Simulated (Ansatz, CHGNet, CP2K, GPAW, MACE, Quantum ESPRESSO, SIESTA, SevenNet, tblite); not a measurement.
# Running random rock-salt alloy of NbC and TiC (64 atoms) with CP2K

How do the settings of CP2K change the result for random rock-salt alloy of NbC and TiC (64 atoms)? A plane-wave run serves as the yardstick.

Main program and level: CP2K 2026.2; the method is named at each step.

## 1. Starting point

The cell holds 64 atoms: 28 Ti, 32 C and 4 Nb. Cell: a = 8.692 Å, b = 8.692 Å, c = 8.692 Å, α = 90.0°, β = 90.0°, γ = 90.0°. It derives from NbC (rock-salt), repeated 2×2×2. Rock-salt NbC, 2 x 2 x 2 conventional cells, 28 of 32 Nb sites given to Ti at random (x = 0.875), lattice by Vegard's rule (a = 4.346 Å); not relaxed, displaced by a Gaussian of 0.02 Å. Then every atom was moved at random, 0.02 Å r.m.s. a Cartesian component.

The yardstick, on the same geometry:

| Property | Result |
| --- | --- |
| method | Kohn-Sham DFT, PBE, PAW, plane waves (Ansatz 0.2.0); cutoff 420 eV, Γ point, fermi-dirac smearing of 0.05 eV; PAW set soft_2 |
| r.m.s. force component | 0.5059 eV/Å |
| longest force | 1.706 eV/Å |
| pressure | 1.357 GPa |
| SCF cycles | 8 |
| time | 4 s on 8 threads of Arm Neoverse V2, shared host |
| CPU time | 27 s |

## 2. PBE, DZVP-UZH, 800/50 Ry, diagonalisation

Method: Kohn-Sham DFT, PBE, GTH-PBE pseudopotentials, Gaussian and plane waves, DZVP-MOLOPT (UZH set), diagonalisation.

Contents of input.inp:

```
&GLOBAL
  PROJECT cell
  RUN_TYPE ENERGY_FORCE
  PRINT_LEVEL LOW
&END GLOBAL
&FORCE_EVAL
  METHOD QS
  STRESS_TENSOR ANALYTICAL
  &DFT
    BASIS_SET_FILE_NAME BASIS_MOLOPT_UZH
    POTENTIAL_FILE_NAME POTENTIAL_UZH
    &MGRID
      CUTOFF 800
      REL_CUTOFF 50
      NGRIDS 5
    &END MGRID
    &QS
      EPS_DEFAULT 1.0E-12
    &END QS
    &SCF
      SCF_GUESS ATOMIC
      EPS_SCF 1.0E-06
      MAX_SCF 200
      ADDED_MOS 41
      &DIAGONALIZATION
        ALGORITHM STANDARD
      &END DIAGONALIZATION
      &SMEAR ON
        METHOD FERMI_DIRAC
        ELECTRONIC_TEMPERATURE [K] 580
      &END SMEAR
      &MIXING
        METHOD BROYDEN_MIXING
        ALPHA 0.15
        NBROYDEN 8
      &END MIXING
      &PRINT
        &RESTART OFF
        &END RESTART
      &END PRINT
    &END SCF
    &XC
      &XC_FUNCTIONAL PBE
      &END XC_FUNCTIONAL
    &END XC
    &PRINT
      &MULLIKEN ON
      &END MULLIKEN
      &LOWDIN ON
      &END LOWDIN
      &HIRSHFELD ON
      &END HIRSHFELD
      &MO ON
        EIGENVALUES T
        OCCUPATION_NUMBERS T
        MO_INDEX_RANGE 247 270
        &EACH
          QS_SCF 0
        &END EACH
        ADD_LAST NUMERIC
      &END MO
    &END PRINT
  &END DFT
  &SUBSYS
    &CELL
      A 8.69160 0.00000 0.00000
      B 0.00000 8.69160 0.00000
      C 0.00000 0.00000 8.69160
    &END CELL
    &COORD
      Ti 8.66987 0.00217 8.68413
      C 2.20402 0.07849 8.67891
      Ti 8.67648 2.19202 2.17881
      C 2.19889 2.19098 2.20019
      Ti 2.20002 0.06519 2.13170
      C 0.05502 8.68856 2.13952
      Ti 2.12284 2.19932 8.63267
      C 0.00869 2.21757 8.68969
      Ti 0.00904 8.67795 4.36518
      C 2.17942 0.00017 4.30547
      Ti 8.66848 2.20593 6.53469
      C 2.17785 2.20827 6.52991
      Ti 2.18811 8.65527 6.51896
      C 8.64953 0.06128 6.49932
      Nb 2.18837 2.19333 4.28557
      C 8.69056 2.08451 4.34615
      Ti 8.69030 4.37900 8.65944
      C 2.19063 4.33276 8.67265
      Nb 8.64049 6.57259 2.14648
      C 2.19289 6.49349 2.21949
      Ti 2.18681 4.30990 2.14361
      C 0.01434 4.39752 2.19698
      Ti 2.19028 6.52913 0.01556
      C 0.00965 6.54408 0.01226
      Ti 0.03876 4.32581 4.31894
      C 2.13135 4.34441 4.31347
      Ti 0.04728 6.54391 6.45777
      C 2.19072 6.49914 6.56746
      Ti 2.14091 4.35345 6.51635
      C 0.03303 4.34450 6.45699
      Ti 2.14709 6.52000 4.33155
      C 8.66422 6.52357 4.34085
      Ti 4.38117 8.64779 0.02651
      C 6.56894 8.66248 0.00087
      Ti 4.39977 2.12657 2.13709
      C 6.50740 2.14474 2.17777
      Ti 6.50558 8.69082 2.13109
      C 4.31973 0.02573 2.14204
      Nb 6.55573 2.18029 8.68030
      C 4.32059 2.12449 8.68586
      Ti 4.31747 8.67552 4.29287
      C 6.51244 0.02938 4.33050
      Nb 4.35301 2.18177 6.51574
      C 6.47594 2.19046 6.51913
      Ti 6.55660 0.00947 6.50097
      C 4.33407 8.67083 6.55268
      Ti 6.53869 2.14422 4.36909
      C 4.28722 2.22635 4.32564
      Ti 4.34919 4.37683 0.02929
      C 6.51070 4.35223 8.66101
      Ti 4.34050 6.45760 2.17203
      C 6.52026 6.54060 2.18828
      Ti 6.51948 4.33563 2.16264
      C 4.39934 4.32251 2.15378
      Ti 6.52896 6.52974 0.03798
      C 4.32520 6.48680 8.68882
[... 4 atom lines left out ...]
      Ti 6.53269 4.33163 6.59032
      C 4.35310 4.36901 6.49584
      Ti 6.49984 6.60170 4.36336
      C 4.40734 6.52696 4.38335
    &END COORD
    &KIND Ti
      BASIS_SET DZVP-MOLOPT-PBE-GTH-q12
      POTENTIAL GTH-PBE-q12
    &END KIND
    &KIND C
      BASIS_SET DZVP-MOLOPT-PBE-GTH-q4
      POTENTIAL GTH-PBE-q4
    &END KIND
    &KIND Nb
      BASIS_SET DZVP-MOLOPT-PBE-GTH-q13
      POTENTIAL GTH-PBE-q13
    &END KIND
  &END SUBSYS
  &PRINT
    &FORCES ON
    &END FORCES
    &STRESS_TENSOR ON
    &END STRESS_TENSOR
  &END PRINT
&END FORCE_EVAL
```

Started as:

```console
OMP_NUM_THREADS=1 mpirun -np 4 cp2k.psmp -i input.inp > output.txt
```

Numbers of over 12 decimals in the logs are rounded to 6 here.

Log:

```text
CP2K| version string:                                       CP2K version 2026.2
 CP2K| Input file name                                                 input.inp
 GLOBAL| Basis set file name                                    BASIS_MOLOPT_UZH
 GLOBAL| Potential file name                                       POTENTIAL_UZH
 GLOBAL| Run type                                                   ENERGY_FORCE
 GLOBAL| Total number of message passing processes                             4
 GLOBAL| Number of threads for this process                                    1
 TOTAL NUMBERS AND MAXIMUM NUMBERS
  Total number of            - Atomic kinds:                                   3
                             - Atoms:                                         64
                             - Shell sets:                                    64
                             - Shells:                                       416
                             - Primitive Cartesian functions:                352
                             - Cartesian basis functions:                   1440
                             - Spherical basis functions:                   1248
  Maximum angular momentum of- Orbital basis functions:                        3
                             - Local part of the GTH pseudopotential:          2
                             - Non-local part of the GTH pseudopotential:      4
 SCF PARAMETERS         Density guess:                                    ATOMIC
                        max_scf:                                             200
                        eps_scf:                                        1.00E-06
                        added MOs                                        41    0
                        Mixing method:                            BROYDEN_MIXING
                                                charge density mixing in g-space
                        Smear method:                                FERMI_DIRAC
                        Electronic temperature [K]:                        580.0
                        Electronic temperature [a.u.]:                  1.84E-03
                        Accuracy threshold:                             1.00E-10
 Extrapolation method: initial_guess
 Number of electrons:                                                        516
 Number of occupied orbitals:                                                258
 Number of molecular orbitals:                                               299
 Number of orbital functions:                                               1248
 Number of independent orbital functions:                                   1248
 SCF WAVEFUNCTION OPTIMIZATION
  Step     Update method      Time    Convergence         Total energy    Change
     1 NoMix/Diag. 0.15E+00    5.8     1.05248192     -2055.1250160063 -2.06E+03
     2 Broy./Diag. 0.15E+00    8.1     0.26150706     -2073.7094794770 -1.86E+01
     3 Broy./Diag. 0.15E+00    8.2     0.24725452     -2053.8375366214  1.99E+01
     4 Broy./Diag. 0.15E+00    8.3     0.08410140     -2034.6095769520  1.92E+01
[...]
19 Broy./Diag. 0.15E+00    8.2     0.00000154     -2036.1422092944  6.19E-06
    20 Broy./Diag. 0.15E+00    8.2     0.00000068     -2036.1422433472 -3.41E-05
  *** SCF run converged in    20 steps ***
  Electronic density on regular grids:       -516.0000000000        0.0000000000
  Core density on regular grids:              515.9999999997       -0.0000000003
  Total charge density on r-space grids:       -0.0000000003
  Total charge density g-space grids:          -0.0000000003
  Overlap energy of the core charge distribution:               3.9654e-10
  Self energy of the core charge distribution:              -3824.962016
  Core Hamiltonian energy:                                    980.118391
  Hartree energy:                                            1097.452927
  Exchange-correlation energy:                               -288.737434
  Electronic entropic energy:                                  -0.014112
  Fermi energy:                                                 0.448354
  Total energy:                                             -2036.142243
  Total energy (extrapolated to T->0):                      -2036.135187
 MO| EIGENVALUES AND OCCUPATION NUMBERS
 MO|
 MO|  Index      Eigenvalue [a.u.]        Eigenvalue [eV]             Occupation
 MO|    247               0.433306              11.790853               1.999447
 MO|    248               0.434484              11.822920               1.998950
 MO|    249               0.435302              11.845181               1.998361
[...]
MO|    269               0.518299              14.103622               0.000000
 MO|    270               0.519273              14.130124               0.000000
 MO| Sum:                                                             516.000000
 MO| E(Fermi):            0.448354 a.u.         12.200342 eV
 !-----------------------------------------------------------------------------!
                     Mulliken Population Analysis
 #  Atom  Element  Kind  Atomic population                           Net charge
       1     Ti       1         11.768969                              0.231031
       2     C        2          4.199021                             -0.199021
       3     Ti       1         11.738190                              0.261810
[...]
# Total charge                            516.000000                 -0.000000
 !-----------------------------------------------------------------------------!
 !-----------------------------------------------------------------------------!
                           Hirshfeld Charges
  #Atom  Element  Kind  Ref Charge     Population                    Net charge
      1       Ti     1      12.000         13.094                        -1.094
      2       C      2       4.000          2.946                         1.054
      3       Ti     1      12.000         13.054                        -1.054
[...]
63       Ti     1      12.000         13.097                        -1.097
     64       C      2       4.000          2.939                         1.061
  Total Charge                                                           -0.000
 !-----------------------------------------------------------------------------!
 LOWDIN POPULATION ANALYSIS
 #  Atom  Element  Kind  Atomic population                           Net charge
[...]
63     Ti       1         12.376160                             -0.376160
      64     C        2          3.643257                              0.356743
 # Total charge                            516.000000                 -0.000000
 ENERGY| Total FORCE_EVAL ( QS ) energy [hartree]          -2036.142306
 FORCES| Atomic forces [hartree/bohr]
 FORCES|   Atom     x               y               z               |f|
 FORCES|      1  1.62379984E-02  6.90532219E-03 -6.14916163E-03   1.86860444E-02
 FORCES|      2 -2.02434940E-03 -1.45404712E-02 -3.11649786E-04   1.46840191E-02
 FORCES|      3 -3.06982627E-03 -2.82566845E-03 -1.95798981E-03   4.60890005E-03
[...]
FORCES|     63  6.50471129E-03 -1.96275212E-02  2.73521669E-03   2.08574271E-02
 FORCES|     64 -1.82833470E-02  1.35063737E-03 -1.06057711E-02   2.11798815E-02
 FORCES| Sum     1.00342012E-04  7.70101749E-05  2.60438879E-05
 FORCES| Total atomic force                                       1.29140894E-04
 STRESS| Analytical stress tensor [bar]
 STRESS|                        x                   y                   z
 STRESS|      x        2.45836273157E+04  -2.36452969879E+03  -1.30558763444E+03
 STRESS|      y       -2.36452969879E+03   2.09628501519E+04  -1.22407296304E+03
 STRESS|      z       -1.30558763444E+03  -1.22407296304E+03   2.23133789758E+04
 STRESS| 1/3 Trace                                             2.26199521478E+04
```

Run time: 3.4 min. Hardware: 4 MPI ranks of Arm Neoverse V2, shared host; peak memory 5 GiB.

Banners, paths, timers and routine set-up lines are dropped from the logs unmarked, and long logs keep their key lines alone; longer cuts are marked.

Against the reference:

- r.m.s. force component: 0.5218 eV/Å
- r.m.s. difference of force components: 27.03 meV/Å
- longest difference of force vectors: 107.7 meV/Å
- force difference over r.m.s. force: 5.344 %
- slope of forces against the reference's: 1.031
- correlation of force components: 0.9991
- pressure: 2.262 GPa
- pressure difference: 0.9051 GPa

Length of the force difference by element (eV/Å):

```
element  atoms   mean   most
      C     32  0.051   0.11
     Nb      4  0.031  0.048
     Ti     28  0.018  0.044
```

Local excerpt of 9 atoms (numbers count through the whole input) about C50, picked at random; x, y, z are measured from there.

```
atom      x      y      z  distance (Å)  bonds  Mulliken charge (e)     Fx     Fy  Fz (eV/Å)
 C50   0.00   0.00   0.00          0.00      6                -0.20   0.23   0.21       0.73
Ti61   0.02  -0.02  -2.07          2.07      6                 0.20   0.16   0.83      -1.27
Ti49  -2.16   0.02   0.06          2.16      6                 0.24  -0.23  -0.59      -0.35
Nb39   0.05  -2.17   0.02          2.17      6                 0.11  -0.26  -0.28       0.67
Ti55   0.02   2.18   0.07          2.18      6                 0.20  -0.43  -0.08      -0.95
Ti17   2.18   0.03   0.00          2.18      6                 0.27   0.33   0.41       0.63
Ti53   0.01  -0.02   2.19          2.19      6                 0.27  -0.23   0.04       0.60
 C60   0.03   2.15  -2.12          3.02      6                -0.20   0.06   0.32      -0.18
 C54  -2.11  -0.03   2.18          3.04      6                -0.20  -0.19   0.18       0.18
```

Forces lie 5.3 % from the reference's, at 31 times its CPU time (on 4 against 8 cores).

[end of part 1 of 2]

[Also dropped from logs without a mark: logging warnings of Python, and SIESTA's first energy breakdown and zero terms.]

[Logs are printed without paths, hosts, clocks, repeated set-up lines and the standing remarks that a program may print on its own settings, such as how far it seeks lower states.]

[Hosts, paths, dates, database ids (printed as entryN), source tags and the programs' standing remarks are cut or masked in the printed files.]
